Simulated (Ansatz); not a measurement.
# Ge wire along [111], 24 atoms a period, H-terminated: bands under strain

Aim: is the Ge wire along [111], 24 atoms a period, H-terminated a metal or a semiconductor?

Program: Ansatz 0.2.0. Level of theory: DFT PBE, plane waves, PAW; relaxation of a wire's period, in the first sound run; inputs show where later runs differ. Results are calculated unless marked as measured.

This is a report of a sequence of runs, with most program output left out.

**1. The structure**

The cell holds 48 atoms: 24 Ge and 24 H. Cell: a = 15.457 Å, b = 16.796 Å, c = 9.977 Å, α = 90.0°, β = 90.0°, γ = 90.0°. Vacuum lies along a and b. The structure's axis is c.

**2. The relaxed wire**

Band widths follow the bond lengths, so the wire is relaxed first. The atoms and the third cell vector are free; the box across stays fixed as vacuum. A Fermi-Dirac smearing is set since the result may be a metal. The pressure printed is a third of the stress's trace over the whole box, vacuum included; only the stress along the axis is relaxed.

Input file input.yaml:

```yaml
crystal:
  lattice:
    - [15.457, 0.0, 0.0]
    - [0.0, 16.796, 0.0]
    - [0.0, 0.0, 9.9766126516]
  atoms:
    - { symbol: Ge, position: [0.302370102, 0.500002818, 0.0] }
    - { symbol: Ge, position: [0.434120605, 0.710009083, 0.0] }
    - { symbol: Ge, position: [0.302370102, 0.500002818, 0.25] }
    - { symbol: Ge, position: [0.434120605, 0.289996553, 0.25] }
    - { symbol: Ge, position: [0.434120605, 0.710009083, 0.25] }
    - { symbol: Ge, position: [0.565871109, 0.500002818, 0.25] }
    - { symbol: H, position: [0.219965064, 0.683790697, 0.281211434] }
    - { symbol: H, position: [0.648276146, 0.683790697, 0.281211434] }
[... 36 atom lines left out ...]
    - { symbol: H, position: [0.697621612, 0.65757231, 0.968788566] }
    - { symbol: H, position: [0.78002665, 0.526221205, 0.968788566] }
    - { symbol: Ge, position: [0.434120605, 0.289996553, 0.0] }
    - { symbol: Ge, position: [0.565871109, 0.500002818, 0.0] }
kpoints:
  mp_grid: { grid: [1, 1, 9] }
scf:
  occupations: { method: fermi_dirac, width: 0.05 }
hamiltonian:
  xc: pbe
relax:
  cell: { fix: [a, b, alpha, beta, gamma] }
  max_steps: 45
  f_tol: 0.03
```

Launch:

```
$ ansatz run input.yaml --threads 4 --pin off --max-ram 16384MiB --backend cpu --events-out ev --progress --plain --runs-dir out
```

Wall time 6.9 min (4 threads of Arm Neoverse V1, shared host); peak memory 9.2 GiB.

Relaxation path:

```csv
step,energy less that of the first step (eV),largest force component (eV/Å),pressure (GPa),volume (Å³)
1,0.0000,0.2631,-0.52,2590.09
2,-0.1586,0.1562,0.03,2595.68
3,-0.1950,0.0257,-0.02,2584.57
4*,-0.1943,0.0257,-0.02,2584.57
```

Relaxation steps marked * repeat the geometry before them on a plane-wave basis chosen anew for their cell, so energy and pressure can jump there.

Forces are held to the 2 operations that the run works with; a distortion that breaks them can't arise in this run.

```csv
cell as run,before,after,change
c (Å),9.977,9.955,-0.2 %
```

The atoms that moved most (Å, along periodic axes as changes of fractional coordinates times the final cell, across vacuum about the mean position):

```csv
atom,dx,dy,dz,length
H25,-0.014,0.057,0.019,0.062
H29,-0.014,-0.057,-0.019,0.062
H8,-0.043,-0.040,0.019,0.062
H44,-0.043,0.040,-0.019,0.062
H39,0.056,-0.017,0.019,0.062
H11,0.056,0.017,-0.019,0.062
Ge4,-0.001,0.055,-0.028,0.062
Ge2,-0.001,-0.055,0.028,0.062
```

This step gave:

| Item | Value |
| --- | --- |
| cell length along the wire | 9.955 Å |

The cell's length comes to 9.955 Å with spin left out.

**3. The wire at its relaxed period**

This step: DFT PBE, plane waves, PAW; bands of a perfect wire (Ansatz 0.2.0).

At the relaxed period the bands are computed along the axis; those that cross an energy going forward count the channels that a perfect wire would open there.

Input file input.yaml:

```yaml
crystal:
  lattice:
    - [15.457, 0.0, 0.0]
    - [0.0, 16.796, 0.0]
    - [0.0, 0.0, 9.9553468187]
  atoms:
    - { symbol: Ge, position: [0.305801996, 0.498843416, 0.001355414] }
    - { symbol: Ge, position: [0.43402585, 0.706739592, 0.00280413] }
    - { symbol: Ge, position: [0.305801996, 0.501156584, 0.248644586] }
    - { symbol: Ge, position: [0.43402585, 0.293260408, 0.24719587] }
    - { symbol: Ge, position: [0.434201924, 0.706865285, 0.249157158] }
    - { symbol: Ge, position: [0.565135343, 0.499894217, 0.24977842] }
    - { symbol: H, position: [0.223037829, 0.681745365, 0.281690081] }
    - { symbol: H, position: [0.645518023, 0.681380447, 0.283109018] }
[... 36 atom lines left out ...]
    - { symbol: H, position: [0.696622314, 0.655066101, 0.966453128] }
    - { symbol: H, position: [0.776989128, 0.526283017, 0.967064045] }
    - { symbol: Ge, position: [0.434201924, 0.293134715, 0.000842842] }
    - { symbol: Ge, position: [0.565135343, 0.500105783, 0.00022158] }
kpoints:
  mp_grid: { grid: [1, 1, 9] }
  band_path: { path: ["Γ", Z], npoints: 90 }
scf:
  occupations: { method: fermi_dirac, width: 0.05 }
hamiltonian:
  xc: pbe
output:
  dos: { e_range: [-5, 4] }
  write_potential: true
  write_density: true
  volumetric_format: npy
```

It took 45 min on 4 threads; peak memory 12 GiB; 3 h of CPU time.

Numbers from this step:

* band gap: 2.525 eV

The electronic bands at the labelled points (eV, zero at the Fermi level; v1 is the highest filled band, c1 the lowest empty one):

```csv
point,v4,v3,v2,v1,c1,c2,c3,c4
Γ,-2.10,-1.93,-1.93,-1.22,1.35,1.58,1.60,1.60
halfway,-2.14,-1.95,-1.81,-1.58,1.37,1.39,1.56,1.61
Z,-2.06,-1.95,-1.94,-1.94,1.31,1.31,1.44,1.68
```

The gap is 2.53 eV, with spin left out.

On this path the gap is indirect, 2.53 eV, with the valence top at Γ and the conduction bottom between Γ and Z. The least direct gap is 2.58 eV.

**4. Strain along the wire, period over the relaxed period 0.96, k-mesh 1×1×7**

This step: DFT PBE, plane waves, PAW; relaxation at a fixed period (Ansatz 0.2.0).

The period is set to 0.96 times the relaxed one and the atoms relax within it: strain changes bond lengths and angles, which shifts the bands against each other. Against the first PBE run of this kind, the mesh along the wire has 7 points against 9.

The cell differs from the one that the last finished run ended in (c 9.955 → 9.557 Å).

input.yaml, as its differences from that of step 3:

```diff
@@ -4,3 +4,3 @@
     - [0.0, 16.796, 0.0]
-    - [0.0, 0.0, 9.9553468187]
+    - [0.0, 0.0, 9.5571329459]
   atoms:
@@ -55,3 +55,3 @@
 kpoints:
-  mp_grid: { grid: [1, 1, 9] }
+  mp_grid: { grid: [1, 1, 7] }
   band_path: { path: ["Γ", Z], npoints: 90 }
@@ -61,6 +61,6 @@
   xc: pbe
+relax:
+  max_steps: 40
+  f_tol: 0.02
 output:
-  dos: { e_range: [-5, 4] }
-  write_potential: true
-  write_density: true
-  volumetric_format: npy
+  stress: true
```

It took 45 min on 4 threads; peak memory 12 GiB; 3 h of CPU time.

Relaxation path:

```csv
step,energy less that of the first step (eV),largest force component (eV/Å)
1,0.0000,0.6446
2,-0.3516,0.1400
3,-0.3709,0.0480
4,-0.3762,0.0100
```

Forces are held to the 2 operations that the run works with; a distortion that breaks them can't arise in this run.

The atoms that moved most (Å):

```csv
atom,dx,dy,dz,length
H46,0.006,-0.019,0.127,0.129
H10,0.006,0.019,-0.127,0.129
H12,-0.019,0.004,0.127,0.129
H40,-0.019,-0.004,-0.127,0.129
H24,0.013,-0.015,-0.127,0.129
H28,0.013,0.015,0.127,0.129
H45,0.010,-0.010,0.125,0.126
H9,0.010,0.010,-0.125,0.126
```

This step gave:

- band gap: 2.659 eV

Electronic bands along the path, in eV, zero at the Fermi level; v1 is the highest filled band, c1 the lowest empty one:

```csv
point,v4,v3,v2,v1,c1,c2,c3,c4
Γ,-2.26,-2.09,-2.09,-1.30,1.54,1.56,1.58,1.58
halfway,-2.27,-2.14,-1.94,-1.57,1.45,1.49,1.49,1.52
Z,-2.21,-2.12,-2.04,-2.04,1.36,1.37,1.45,1.49
```

The gap is 2.66 eV, against 2.53 eV under PBE at the relaxed period.

**5. Strain along the wire, period over the relaxed period 0.98, k-mesh 1×1×7**

The period is set to 0.98 times the relaxed one and the atoms relax within it: strain changes bond lengths and angles, which shifts the bands against each other. Against the first PBE run of this kind, the mesh along the wire has 7 points against 9.

The cell differs from the one that the last finished run ended in (c 9.557 → 9.756 Å).

input.yaml, as its differences from that of step 4:

```diff
@@ -4,3 +4,3 @@
     - [0.0, 16.796, 0.0]
-    - [0.0, 0.0, 9.5571329459]
+    - [0.0, 0.0, 9.7562398823]
   atoms:
```

Run time: 46 min. Hardware: 4 threads; peak memory 12 GiB; 3.1 h of CPU time.

Step by step:

```csv
step,energy less that of the first step (eV),largest force component (eV/Å)
1,0.0000,0.2917
2,-0.0802,0.0486
3,-0.0854,0.0286
4,-0.0865,0.0045
```

The run keeps the 2 symmetry operations that it works with, so distortions that break them were not tested.

The atoms that moved most (Å):

```csv
atom,dx,dy,dz,length
H45,0.006,-0.003,0.063,0.064
H9,0.006,0.003,-0.063,0.064
H14,-0.006,-0.004,0.063,0.064
H42,-0.006,0.004,-0.063,0.064
H27,0.000,0.007,0.063,0.064
H23,0.000,-0.007,-0.063,0.064
H46,0.003,-0.009,0.063,0.064
H10,0.003,0.009,-0.063,0.064
```

Electronic bands along the path, in eV, zero at the Fermi level; v1 is the highest filled band, c1 the lowest empty one:

```csv
point,v4,v3,v2,v1,c1,c2,c3,c4
Γ,-2.19,-2.02,-2.02,-1.27,1.47,1.55,1.61,1.61
halfway,-2.21,-2.06,-1.89,-1.59,1.43,1.43,1.53,1.59
Z,-2.14,-2.05,-2.00,-2.00,1.33,1.34,1.44,1.62
```

The gap is 2.59 eV, against 2.53 eV under PBE at the relaxed period.

**6. Strain along the wire, period over the relaxed period 1.02, k-mesh 1×1×6**

The period is set to 1.02 times the relaxed one and the atoms relax within it: strain changes bond lengths and angles, which shifts the bands against each other. Against the first PBE run of this kind, the mesh along the wire has 6 points against 9.

The cell differs from the one that the last finished run ended in (c 9.756 → 10.154 Å).

input.yaml, as its differences from that of step 5:

```diff
@@ -4,3 +4,3 @@
     - [0.0, 16.796, 0.0]
-    - [0.0, 0.0, 9.7562398823]
+    - [0.0, 0.0, 10.154453755]
   atoms:
@@ -55,3 +55,3 @@
 kpoints:
-  mp_grid: { grid: [1, 1, 7] }
+  mp_grid: { grid: [1, 1, 6] }
   band_path: { path: ["Γ", Z], npoints: 90 }
```

It took 48 min on 4 threads; peak memory 12 GiB; 3.1 h of CPU time.

Relaxation path:

```csv
step,energy less that of the first step (eV),largest force component (eV/Å)
1,0.0000,0.1847
2,-0.0688,0.0638
3,-0.0721,0.0215
4,-0.0729,0.0050
```

The run keeps the 2 symmetry operations that it works with, so distortions that break them were not tested.

The atoms that moved most (Å):

```csv
atom,dx,dy,dz,length
H12,0.011,-0.006,-0.075,0.076
H40,0.011,0.006,0.075,0.076
H28,-0.010,-0.007,-0.075,0.076
H24,-0.010,0.007,0.075,0.076
H46,0.000,0.012,-0.075,0.076
H10,0.000,-0.012,0.075,0.076
H27,-0.012,-0.004,-0.065,0.066
H23,-0.012,0.004,0.065,0.066
```

The gap is 2.38 eV, against 2.53 eV under PBE at the relaxed period.

**7. At a strained period, period over the relaxed period 1.04, k-mesh 1×1×6**

The period is set to 1.04 times the relaxed one and the atoms relax within it: strain changes bond lengths and angles, which shifts the bands against each other.

The cell differs from the one that the last finished run ended in (c 10.154 → 10.354 Å).

input.yaml, as its differences from that of step 6:

```diff
@@ -4,3 +4,3 @@
     - [0.0, 16.796, 0.0]
-    - [0.0, 0.0, 10.154453755]
+    - [0.0, 0.0, 10.3535606914]
   atoms:
```

The job ended after 31 min (4 threads; peak memory 12 GiB).

The run was cut off at the time limit before the relaxation met all its tests.

**8. Outcome**

| Quantity | Value |
| --- | --- |
| cell length, PBE | 9.955 Å |
| gap, PBE | 2.53 eV |
| gap, period scaled by 0.96 | 2.66 eV |
| gap, period scaled by 0.98 | 2.59 eV |
| gap, period scaled by 1.02 | 2.38 eV |

**Reading.** Under PBE the cell's length is 9.96 Å, and a gap of 2.53 eV makes it a semiconductor. Strain matters: under PBE the gap goes from 2.53 eV to 2.66 eV at 0.96 times the period, 2.59 eV at 0.98 times the period and 2.38 eV at 1.02 times the period.

[Logs are printed without paths, hosts, clocks, repeated set-up lines and the standing remarks that a program may print on its own settings, such as how far it seeks lower states.]

[Hosts, paths, dates, database ids (printed as entryN), source tags and the programs' standing remarks are cut or masked in the printed files.]
